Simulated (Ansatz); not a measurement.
# GeH5CBr3N2 (CH(NH2)2GeBr3): converging the G0W0 gap

How do accuracy and time trade against each other in G0W0 on GeH5CBr3N2 (CH(NH2)2GeBr3)?

Calculated with Ansatz 0.2.0; G0W0 on PBE, plane waves, PAW.

The structure was built from a prototype and need not be the compound's stable phase.

### Step 1. Set-up

The cell holds 12 atoms: 1 C, 5 H, 2 N, 1 Ge and 3 Br. Its edges and angles: a = 5.963 Å, b = 5.862 Å, c = 5.961 Å, α = 89.1°, β = 80.5°, γ = 91.0°.

As a file:

```cif
data_structure
_symmetry_space_group_name_H-M 'P1'
_symmetry_Int_Tables_number 1
_cell_length_a 5.8624
_cell_length_b 5.9609
_cell_length_c 5.9627
_cell_angle_alpha 99.548
_cell_angle_beta 91.030
_cell_angle_gamma 90.857
_cell_volume 205.41
loop_
_atom_site_label
_atom_site_type_symbol
_atom_site_symmetry_multiplicity
_atom_site_Wyckoff_symbol
_atom_site_fract_x
_atom_site_fract_y
_atom_site_fract_z
_atom_site_occupancy
C1 C 1 a 0.06577 0.02809 0.02779 1
H1 H 1 a 0.23248 0.09493 0.09302 1
N1 N 1 a 0.97372 0.86447 0.12010 1
N2 N 1 a 0.97147 0.11723 0.86282 1
H2 H 1 a 0.05838 0.80126 0.24618 1
H3 H 1 a 0.05401 0.24273 0.79712 1
H4 H 1 a 0.82024 0.78768 0.06555 1
H5 H 1 a 0.81759 0.06134 0.78762 1
Ge1 Ge 1 a 0.47201 0.52458 0.52565 1
Br1 Br 1 a 0.48917 0.95140 0.53107 1
Br2 Br 1 a 0.03807 0.49137 0.49204 1
Br3 Br 1 a 0.49183 0.53197 0.95216 1
```

The structure was relaxed with PBE-D3(BJ). The runs that relaxed it are not among those shown. The default PAW set here is soft_2. Its files were made with PBE.

### Step 2. 216 empty bands, screening to 60 eV

Now the one-shot GW correction: screening in the RPA, then the self-energy of the levels asked for.

File input.yaml:

```yaml
crystal:
  lattice:
    - [5.9417565989, -0.0551884511, 0.4964359377]
    - [-0.0551884511, 5.8619710545, 0.0465831515]
    - [0.4964359377, 0.0465831515, 5.9399761237]
  atoms:
    - { symbol: C, position: [-0.0277864689, 0.9342290028, 0.028094965] }
    - { symbol: H, position: [-0.0930231544, 0.7675167529, 0.094931968] }
    - { symbol: "N", position: [0.8799000862, 0.0262781902, 0.8644693122] }
    - { symbol: "N", position: [0.1371778016, 0.0285304112, 0.1172269404] }
    - { symbol: H, position: [0.7538193666, 0.9416171918, -0.1987364375] }
    - { symbol: H, position: [0.202875516, 0.9459863878, 0.2427322448] }
    - { symbol: H, position: [0.9344465668, 0.1797635521, 0.7876829357] }
    - { symbol: H, position: [0.2123803387, 0.1824108012, 1.061338748] }
    - { symbol: Ge, position: [0.4743475668, 0.527988309, 0.5245814029] }
    - { symbol: Br, position: [0.4689318564, 0.5108296657, -0.048604875] }
    - { symbol: Br, position: [0.5079560114, -0.0380692697, 0.4913735585] }
    - { symbol: Br, position: [0.0478425875, 0.5081694063, 0.5319723493] }
kpoints:
  mp_grid: { grid: [4, 4, 4] }
hamiltonian:
  xc: pbe
scf:
  occupations: { method: fixed }
gw:
  n_empty_bands: 216
  ecut_chi: 60
  qp_bands: [v4, c4]
  qp_kpoints: band_edges
  screening: { model: contour_deformation }
```

Run with:

```
$ ansatz run input.yaml --threads 3 --pin off --max-ram 92160MiB --backend cuda --events-out ev --progress --plain --runs-dir out --devices 1 --max-vram 13GiB  # rebuilt from the run's record
```

Numbers of over 12 decimals in the logs are rounded to 6 here.

Output:

```text
GPUs: using 1 of 1 available (devices: 1).
Engine: ansatz 0.2.0, x86_64-unknown-linux-gnu
Pseudopotentials: kind: paw
Pseudopotential: C, paw, valence charge 4, recommended cutoff 420 eV (normal), C.paw.azcp
Pseudopotential: H, paw, valence charge 1, recommended cutoff 420 eV (normal), H.paw.azcp
Pseudopotential: N, paw, valence charge 5, recommended cutoff 420 eV (normal), N.paw.azcp
Pseudopotential: Ge, paw, valence charge 14, recommended cutoff 420 eV (normal), Ge.paw.azcp
Pseudopotential: Br, paw, valence charge 7, recommended cutoff 420 eV (normal), Br.paw.azcp
Functional definition: PBE
  parameter kappa = 0.804
  parameter beta = 0.066725
  exchange = pbe_x(kappa = kappa, mu = beta*pi^2/3)
  correlation = pbe_c(beta = beta)
device memory: the entry about to start is reckoned to put 2.5 GiB on a device that reports 60.0 GiB free (of which the cap on the GPU budget leaves the run 13.0 GiB)
GPU FFT provider: cuFFT
GPU libraries: cuBLAS 13.8.2, cuFFT 12.4.0, cuSOLVER 12.3.4
Crystal: 12 atoms, lattice volume = 205.414 Å³
Basis set: ecut = 420 eV, 3999 PW (Γ)
Bands: 39, of which v1, the nominal top of the filled ones, is band 27 counted from 1 (26 counted from 0)
Symmetry: 1 space group operations
Space group: P1 (ITA 1), of the structure as read, at distance tolerance 5.9e-5 Å
k-points: 36 of 64 (time reversal used)
Non-local potential: C, projectors of the file, l = 0: 2, l = 1: 2, l = 2: 1
Non-local potential: H, projectors of the file, l = 0: 2, l = 1: 1
Non-local potential: N, projectors of the file, l = 0: 2, l = 1: 2, l = 2: 1
Non-local potential: Ge, projectors of the file, l = 0: 2, l = 1: 2, l = 2: 3, l = 3: 1
Non-local potential: Br, projectors of the file, l = 0: 2, l = 1: 2, l = 2: 2
PAW form: soft (Blöchl's): semilocal exchange-correlation on the pseudo side does not see the compensation charge
PAW one-centre angular grid: C, 110 points (default); XC on 64 Gauss nodes
PAW one-centre angular grid: H, 110 points (default); XC on 64 Gauss nodes
PAW one-centre angular grid: N, 110 points (default); XC on 64 Gauss nodes
PAW one-centre angular grid: Ge, 590 points (default); XC on 64 Gauss nodes
PAW one-centre angular grid: Br, 110 points (default); XC on 64 Gauss nodes
Initial density: superposition of atomic densities (neutral atoms: chi_scale 0, normalization atom), corrected by the library's trained network
Initial wavefunctions: pseudopotential atomic-orbital guess
GPU buffer pool allocated for 64000 grid points (all kernels)
GPU transforms: local potential and band sums: pruned to the plane-wave sphere, on 40×40×40
Functional: x = pbe(κ = 0.804, μ = 0.219515), c = pbe(β = 0.066725)
SCF iter   1: F=—  HF=-13747.901351 eV  |F-HF|=—  |Δ(HF+E_count)|=         —  Δρ=3.15e-3  dr2=3.21e-2  ethr=1.77e-3  ⟨swp⟩=5.1  Hψ=5310  notcnv=0  defer=355
preconditioner: auto → Resta (q_TF=auto, 2.184 Å⁻¹)  ε∞=2.8  [insulator: Δε(μ)=2.172 eV  Ē_g=12.562 eV  n_scr=32 (ndim 8)  ℏωp=16.8 eV  f_vac=0.082  ε∞_Penn≈2.8]
SCF iter   2: F=—  HF=-13747.893261 eV  |F-HF|=—  |Δ(HF+E_count)|=   8.09e-3  Δρ=1.43e-3  dr2=7.28e-3  ethr=5.94e-5  ⟨swp⟩=2.0  Hψ=2266  notcnv=0  defer=360
SCF iter   3: F=—  HF=-13747.891049 eV  |F-HF|=—  |Δ(HF+E_count)|=   2.21e-3  Δρ=4.38e-4  dr2=8.14e-4  ethr=1.35e-5  ⟨swp⟩=2.0  Hψ=1830  notcnv=0  defer=360
SCF iter   4: F=—  HF=-13747.890961 eV  |F-HF|=—  |Δ(HF+E_count)|=   8.78e-5  Δρ=2.37e-4  dr2=1.10e-4  ethr=1.51e-6  ⟨swp⟩=2.0  Hψ=1992  notcnv=0  defer=360
SCF iter   5: F=—  HF=-13747.890964 eV  |F-HF|=—  |Δ(HF+E_count)|=   3.19e-6  Δρ=8.38e-5  dr2=1.59e-5  ethr=2.04e-7  ⟨swp⟩=2.0  Hψ=1755  notcnv=0  defer=324
SCF iter   6: F=—  HF=-13747.890969 eV  |F-HF|=—  |Δ(HF+E_count)|=   4.52e-6  Δρ=1.55e-5  dr2=5.83e-7  ethr=2.94e-8  ⟨swp⟩=2.0  Hψ=1837  notcnv=0  defer=281
SCF iter   7: F=-13747.890970 eV  HF=-13747.890970 eV  |F-HF|=4.84e-8  |Δ(HF+E_count)|=   9.77e-7  Δρ=4.64e-6  dr2=5.31e-8  ethr=1.85e-10  ⟨swp⟩=12.6  Hψ=7851  notcnv=0
SCF 1 converged in 7 iterations: F = -13747.890970 eV  dr2 = 5.31e-8
  greatest PAW one-centre occupation: 0.998 electrons in one spin orbital (limit 2), on the Ge atom at site 8 (counted from 0), in its partial waves of l = 2
device memory: the entry about to start is reckoned to put 3.2 GiB (of the 3.4 GiB reckoned in all, the device holds 0.2 GiB already) on a device that reports 59.8 GiB free (of which the cap on the GPU budget leaves the run 12.9 GiB)
NSCF: frozen V_eff on 36 k-points
the band table was solved once the SCF had ended and its energy, with any forces and stress, was formed, with the checks that follow a solve (6067 applications of the Hamiltonian). They found nothing against the state; the energy, forces and stress were not computed again (output.eigenvalues in the input reference)
device memory: the entry about to start is reckoned to put 5.3 GiB on a device that reports 59.9 GiB free (of which the cap on the GPU budget leaves the run 13.0 GiB)
NSCF: frozen V_eff on 36 k-points
G₀W₀ screening: q 1/36
[... further progress lines ...]
SCF converged after 7 iterations
Free energy (F): -13747.890970 eV
Harris-Foulkes:  -13747.890970 eV  (|F-HF|=4.84e-8)
Internal energy: -13747.890970 eV  (E = F + TS)
E sigma→0 (E₀):  -13747.890970 eV
Fermi energy:    1.999613 eV
--- Per-component energies (eV) ---
  E_band       = -451.188713
  E_kinetic    = 930.743995
  E_local      = -4883.712274  (includes V_loc(G=0)·N_el)
  E_nonlocal   = 752.337452
  E_hartree    = 1887.888892
  E_xc         = -1077.499104
  E_vxc        = -638.712113  (∫ρ·V_xc dr)
  E_paw        = -9112.668467  (= ΣΔE_a)
  E_vpaw       = -387.615008  (= ΣTr[D̂ρ^β])
  E_aug_tail   = -0.005910  (compensation charges beyond the density's cutoff)
  E_ewald      = -2244.975553
  E_smearing   = -0.000000  (= −TS)
  E_closure    = -0.000000  (closes the sum)
  Σ components = -13747.890970   (vs F -13747.890970, Δ=0.00e0)
--- Band table (eV; the first three rows and the last of 36) ---
  k-point 0: bands = [... 23 lower, 0.3068, 0.4478, 0.4646, 0.9033, 5.3438, 6.3253, 7.0126, 7.3151, ... 8 higher]
  k-point 1: bands = [... 23 lower, 0.2918, 0.3845, 0.5093, 0.8998, 5.3702, 5.8900, 6.7403, 7.1146, ... 8 higher]
  k-point 2: bands = [... 23 lower, 0.3280, 0.4061, 0.5520, 0.9431, 4.7760, 5.3871, 6.9993, 7.0970, ... 8 higher]
  k-point 35: bands = [... 23 lower, 0.6637, 0.7778, 0.7804, 1.9996, 4.1552, 4.2611, 4.4171, 5.3613, ... 8 higher]
--- G₀W₀: contour deformation, 6 samples at zero and on the imaginary axis and 2 off it, 64 q-points, 216 empty bands' worth ---
  eigenvalues of the whole cell's RPA ε∞ on this k-mesh (on a slab, of 1 + 4πα/V) = 3.3126, 4.0791, 4.1220; static W/v taken at q = 0 is 0.261341
  gw.qp_kpoints: band_edges: 26 of 36 stored k-points solved, in 2 passes; an edge of the gap read off the rows below is read off those points alone
    valence top: of the k-points left out ik 11 came nearest to being solved in a further pass, in band 27 (counted from 1, as in the quasiparticle table): it holds the edge there only if its correction is more favourable than any solved in that band by at least 0.854 eV; those differ by 0.352 eV
    conduction bottom: of the k-points left out ik 11 came nearest to being solved in a further pass, in band 28 (counted from 1, as in the quasiparticle table): it holds the edge there only if its correction is more favourable than any solved in that band by at least 1.152 eV; those differ by 1.125 eV
  `?` marks the rows in doubt; gw_qp.tsv's column doubts and the gw_qp event give each row's grounds
    ik  band        ε_KS         Σx   Σc(E_QP)       V_xc       Z   E_QP_lin       E_QP  E_QP is
     0    24      0.3068   -19.2833     2.9218   -15.4093  0.7514    -0.6710    -0.6454  root
     0    25      0.4478   -19.3372     2.9133   -15.4560  0.7538    -0.5459    -0.5201  root
     0    26      0.4646   -19.2865     2.8967   -15.4241  0.7537    -0.5267    -0.5011  root
     0    27      0.9033   -19.1262     2.6091   -15.6582  0.7564     0.0255     0.0443  root
     0    28      5.3438    -8.6555    -3.6567   -14.1547  0.7902     7.2751     7.1863  root
     0    29      6.3253    -5.2867    -3.4491    -9.4297  0.8158     7.0279     7.0192  root
     0    30      7.0126    -8.6655    -4.0197   -13.5986  0.7500     7.9636     7.9261  root
     0    31      7.3151    -9.2647    -4.2348   -14.4279  0.7254     8.2809     8.2435  root
     2    24      0.3280   -19.2753     2.9278   -15.3749  0.7538    -0.6706    -0.6445  root
     2    25      0.4061   -19.1248     2.9371   -15.2009  0.7519    -0.6087    -0.5807  root
     2    26      0.5520   -19.4933     2.9252   -15.6215  0.7557    -0.4183    -0.3946  root
     2    27      0.9431   -18.1830     2.0541   -15.4162  0.7608     0.2189     0.2304  root
     2    28      4.7760    -8.4520    -3.2721   -12.4996  0.7827     5.5629     5.5515  root
     2    29      5.3871    -8.9419    -3.6946   -14.5262  0.7883     7.3750     7.2767  root
     2    30      6.9993    -8.8955    -4.0225   -13.8462  0.7477     7.9632     7.9274  root
     2    31      7.0970    -8.6380    -4.0046   -13.5221  0.7451     8.0088     7.9765  root
     5    24      0.3215   -19.1542     2.8839   -15.3055  0.7536    -0.6691    -0.6433  root
     5    25      0.5065   -19.4493     2.9584   -15.5377  0.7548    -0.4711    -0.4467  root
     5    26      0.5738   -19.3182     2.8817   -15.4754  0.7549    -0.4121    -0.3872  root
     5    27      1.1634   -17.9756     1.8694   -15.4444  0.7646     0.4925     0.5016  root
     5    28      4.6227    -8.3644    -3.2129   -12.3284  0.7851     5.3840     5.3737  root
     5    29      5.4232    -9.0829    -3.7136   -14.7122  0.7871     7.4432     7.3389  root ?
     5    30      5.8408    -9.0261    -3.5719   -13.4496  0.7678     6.7125     6.6924  root
     5    31      6.9032    -8.6518    -3.9238   -13.4653  0.7521     7.8242     7.7927  root
     7    24      0.3948   -19.0274     2.9836   -15.0357  0.7509    -0.6428    -0.6133  root
[...]
7    29      5.5131    -9.2529    -3.7881   -15.0181  0.7851     7.6110     7.4903  root ?
[...]
9    30      5.4675    -9.2295    -3.7445   -14.9276  0.7857     7.5348     7.4211  root ?
[...]
29    29      5.4147    -9.0669    -3.7081   -14.6846  0.7872     7.4272     7.3243  root ?
[...]
33    30      5.4616    -9.2178    -3.7404   -14.9076  0.7858     7.5236     7.4110  root ?
[...]
34    31      5.6090    -8.9628    -3.5169   -13.5136  0.7754     6.6697     6.6428  root
    35    24      0.6637   -19.6526     2.8475   -15.8759  0.7583    -0.2874    -0.2656  root
    35    25      0.7778   -19.4523     2.8477   -15.6553  0.7562    -0.1951    -0.1714  root
    35    26      0.7804   -19.5287     2.8583   -15.7226  0.7565    -0.1908    -0.1674  root
    35    27      1.9996   -17.5642     1.3003   -15.7573  0.7747     1.4891     1.4930  root
    35    28      4.1552    -8.1767    -3.0935   -11.9929  0.7933     4.8865     4.8779  root
    35    29      4.2611    -7.8160    -3.1409   -11.6331  0.7897     4.9449     4.9373  root
    35    30      4.4171    -8.2219    -3.1265   -12.0466  0.7885     5.1236     5.1154  root
    35    31      5.3613    -8.9701    -3.7044   -14.5850  0.7877     7.3739     7.2718  root ?
```

The job ended after 55 s (1 × NVIDIA H100 80GB HBM3 (shared by 6 runs) with 3 threads of AMD EPYC 7R13 (Zen 3), shared host; peak memory 2 GiB).

This step gave:

```yaml
bands_summed: 243
rpa_eps_infinity_on_this_mesh_eigenvalues: 3.313, 4.079, 4.122
plane_waves_in_the_screening_matrix: 223
q_points_in_the_mesh: 64
g0w0_gap_on_the_mesh: 3.385 eV
k_of_the_valence_top: -0.5, -0.5, -0.5
k_of_the_conduction_bottom: -0.5, -0.5, -0.5
starting_gap_on_the_mesh: 2.156 eV
z_at_the_valence_top: 0.7747
z_at_the_conduction_bottom: 0.7933
least_direct_g0w0_gap_on_the_computed_points: 3.385 eV
```

The gap on the mesh goes from 2.16 eV to 3.38 eV, a correction of +1.23 eV. Between the two edge states, bare exchange in place of the xc potential would open the gap by 5.62 eV, and correlation takes back 4.39 eV.

### Step 3. 856 empty bands, screening to 150 eV

Bands and screening cutoff are moved together, since each hides the error of the other.

input.yaml, as its differences from that of step 2:

```diff
@@ -25,4 +25,4 @@
 gw:
-  n_empty_bands: 216
-  ecut_chi: 60
+  n_empty_bands: 856
+  ecut_chi: 150.0
   qp_bands: [v4, c4]
```

Output:

```text
GPUs: using 1 of 1 available (devices: 1).
[...]
GPU FFT provider: cuFFT
GPU libraries: cuBLAS 13.8.2, cuFFT 12.4.0, cuSOLVER 12.3.4
Crystal: 12 atoms, lattice volume = 205.414 Å³
Basis set: ecut = 420 eV, 3999 PW (Γ)
Bands: 39, of which v1, the nominal top of the filled ones, is band 27 counted from 1 (26 counted from 0)
[... 1 set-up line as in the run before ...]
[...]
k-points: 36 of 64 (time reversal used)
[...]
GPU buffer pool allocated for 64000 grid points (all kernels)
[...]
SCF iter   1: F=—  HF=-13747.901351 eV  |F-HF|=—  |Δ(HF+E_count)|=         —  Δρ=3.15e-3  dr2=3.21e-2  ethr=1.77e-3  ⟨swp⟩=5.1  Hψ=5310  notcnv=0  defer=355
[...]
SCF iter   7: F=-13747.890970 eV  HF=-13747.890970 eV  |F-HF|=4.84e-8  |Δ(HF+E_count)|=   9.77e-7  Δρ=4.64e-6  dr2=5.31e-8  ethr=1.85e-10  ⟨swp⟩=12.6  Hψ=7851  notcnv=0
SCF 1 converged in 7 iterations: F = -13747.890970 eV  dr2 = 5.31e-8
[...]
NSCF: frozen V_eff on 36 k-points
[...]
G₀W₀ screening: q 1/36
[... further progress lines ...]
SCF converged after 7 iterations
Free energy (F): -13747.890970 eV
[...]
Internal energy: -13747.890970 eV  (E = F + TS)
E sigma→0 (E₀):  -13747.890970 eV
Fermi energy:    1.999613 eV
[...]
--- Band table (eV; the first three rows and the last of 36) ---
  k-point 0: bands = [... 23 lower, 0.3068, 0.4478, 0.4646, 0.9033, 5.3438, 6.3253, 7.0126, 7.3151, ... 8 higher]
  k-point 1: bands = [... 23 lower, 0.2918, 0.3845, 0.5093, 0.8998, 5.3702, 5.8900, 6.7403, 7.1146, ... 8 higher]
  k-point 2: bands = [... 23 lower, 0.3280, 0.4061, 0.5520, 0.9431, 4.7760, 5.3871, 6.9993, 7.0970, ... 8 higher]
  k-point 35: bands = [... 23 lower, 0.6637, 0.7778, 0.7804, 1.9996, 4.1552, 4.2611, 4.4171, 5.3613, ... 8 higher]
[...]
0    24      0.3068   -19.2833     2.5377   -15.4093  0.7467    -1.0861    -1.0296  root
     0    25      0.4478   -19.3372     2.5225   -15.4560  0.7491    -0.9678    -0.9109  root
     0    26      0.4646   -19.2865     2.5084   -15.4241  0.7489    -0.9456    -0.8894  root
     0    27      0.9033   -19.1262     2.2015   -15.6582  0.7514    -0.4093    -0.3633  root
     0    28      5.3438    -8.6555    -4.1069   -14.1547  0.7816     6.7765     6.7362  root
     0    29      6.3253    -5.2867    -3.6223    -9.4297  0.8135     6.8507     6.8461  root
     0    30      7.0126    -8.6655    -4.3545   -13.5986  0.7472     7.6053     7.5911  root
     0    31      7.3151    -9.2647    -4.6022   -14.4279  0.7223     7.8923     7.8760  root
[...]
35    28      4.1552    -8.1767    -3.3926   -11.9929  0.7913     4.5816     4.5788  root
    35    29      4.2611    -7.8160    -3.4065   -11.6331  0.7880     4.6744     4.6718  root
    35    30      4.4171    -8.2219    -3.4090   -12.0466  0.7867     4.8356     4.8329  root
    35    31      5.3613    -8.9701    -4.1705   -14.5850  0.7788     6.8503     6.8057  root
```

The job ended after 5.1 min (1 × NVIDIA H100 80GB HBM3 (shared by 6 runs) with 3 threads; peak memory 7.4 GiB; 9.6 min of CPU time).

This step gave:

| Property | Result |
| --- | --- |
| bands summed | 883 |
| RPA ε∞ on this mesh (eigenvalues) | 3.302, 4.046, 4.092 |
| plane waves in the screening matrix | 851 |
| q-points in the mesh | 64 |
| G0W0 gap on the mesh | 3.568 eV |
| k of the valence top | -0.5, -0.5, -0.5 |
| k of the conduction bottom | -0.5, -0.5, -0.5 |
| starting gap on the mesh | 2.156 eV |
| Z at the valence top | 0.7704 |
| Z at the conduction bottom | 0.7913 |
| least direct G0W0 gap on the computed points | 3.568 eV |

Against the run with 4×4×4 mesh, 216 empty bands, screening to 60 eV, the gap moves by +0.18 eV.

### Step 4. The runs together

Times are wall times on 1 × NVIDIA H100 80GB HBM3 (shared by 6 runs) with 3 threads of AMD EPYC 7R13 (Zen 3), shared host, good to a factor of about two.

```
 mesh        files            frequency  bands summed  cutoff (eV)  start (eV)  G0W0 (eV)     time  host memory (GiB)
4×4×4  default PAW  contour deformation           243           60       2.156      3.385     55 s                2.0
4×4×4  default PAW  contour deformation           883          150       2.156      3.568  5.1 min                7.4
```

How the two edges are built up, in eV (the quasiparticle level is the starting level plus Σx plus Σc less Vxc):

```
      run               edge  start      Σx     Σc     Vxc     Z    QP
243 bands        valence top   2.00  -17.56   1.30  -15.76  0.77  1.49
243 bands  conduction bottom   4.16   -8.18  -3.09  -11.99  0.79  4.88
883 bands        valence top   2.00  -17.56   0.82  -15.76  0.77  1.01
883 bands  conduction bottom   4.16   -8.18  -3.39  -11.99  0.79  4.58
```

### Step 5. Results

```
243 bands, 60 eV                    : 3.385 eV
883 bands, 150 eV                   : 3.568 eV
estimated limit in bands and cutoff : 3.64 eV
mesh and start                      : 4×4×4, PBE
```

A line in one over the bands through the two rungs gives 3.64 eV, +0.07 eV from the top rung; with two points alone it is an unchecked estimate. The rungs stand 0.25 eV (243 bands) and 0.07 eV (883 bands) from it. From 243 to 883 bands the gap moves by +0.18 eV while the time grows 5.5-fold. Σc changes by −0.48 eV at the valence top and −0.30 eV at the conduction bottom, so the levels themselves move more than the gap between them. The many-body steps are scalar-relativistic: spin-orbit coupling is not in them.

[Paths, hosts, dates, memory and timing lines, banners, echoed tables and standing remarks are left out of the program output.]

[Logs are printed without paths, hosts, clocks, repeated set-up lines and the standing remarks that a program may print on its own settings, such as how far it seeks lower states.]

[Runs of the session that timed out or met a known fault of the program may be left out.]

[Cells called generated may have been cut or substituted from an entry of the Crystallography Open Database or the Materials Project.]

[Hosts, paths, dates, database ids (printed as entryN), source tags and the programs' standing remarks are cut or masked in the printed files.]
